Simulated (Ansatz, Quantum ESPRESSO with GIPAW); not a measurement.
# C_Q, η_Q and the second-order shift of 33S in ZnS (Wurtzite-2H)

A plane-wave PAW calculation (PBE, Ansatz) gives this electric field gradient, in 10²¹ V/m² and Cartesian axes, at one S site of ZnS (Wurtzite-2H) (atom 3; bound to Zn4; site symmetry 3m):

```
     -0.1009        0.0000        0.0000
      0.0000       -0.1009        0.0000
      0.0000        0.0000        0.2019
```

33S has spin 3/2, Q = -0.0694 barn and |γ|/2π = 3.2717 MHz/T. The cell is the P6_3mc form of a database entry, atoms relaxed, static and at 0 K. 

**Task.** Find C_Q, η_Q and ν_Q, and the shift and width of the central transition under fast MAS at 14.1 T and 16.4 T.

1. The tensor is symmetric and traceless. Its eigenvalues, ordered by size, are V_xx = -0.1009, V_yy = -0.1009 and V_zz = 0.2019.

2. η_Q = (V_xx − V_yy)/V_zz = 0.000.

3. C_Q = eQV_zz/h. One unit of 10²¹ V/m² with one barn gives 24.18 MHz, so C_Q = 24.18 × −0.0694 × 0.2019 = -0.339 MHz. A spectrum shows its size, not its sign.

4. ν_Q = 3C_Q/[2I(2I−1)] = 0.169 MHz in size, and P_Q = |C_Q|√(1 + η²/3) = 0.339 MHz.

5. The resonances lie at ν0 = 46.13 and 53.66 MHz, so ν_Q/ν0 is 0.004 at most and second order holds. The centre of gravity moves by δ_Q = −(3/40)(P_Q/ν0)² F × 10⁶ ppm, with F = [I(I+1) − 3/4]/[I²(2I−1)²] = 0.3333: -1.35 ppm at 14.1 T and -0.997 ppm at 16.4 T.

6. Summing the second-order term over orientations gives a full width of 2.89 ppm (0.13 kHz) and 2.14 ppm (0.11 kHz). In ppm both fall as 1/B²: (14.1/16.4)² = 0.739. The spinning rate must pass the static width for this shape to show cleanly.

[Banner, clock, file and message-heading lines were taken out of the pw.x and gipaw.x logs.]

[Logs are printed without paths, hosts, clocks, repeated set-up lines and the standing remarks that a program may print on its own settings, such as how far it seeks lower states.]

[Hosts, paths, dates, database ids (printed as entryN), source tags and the programs' standing remarks are cut or masked in the printed files.]
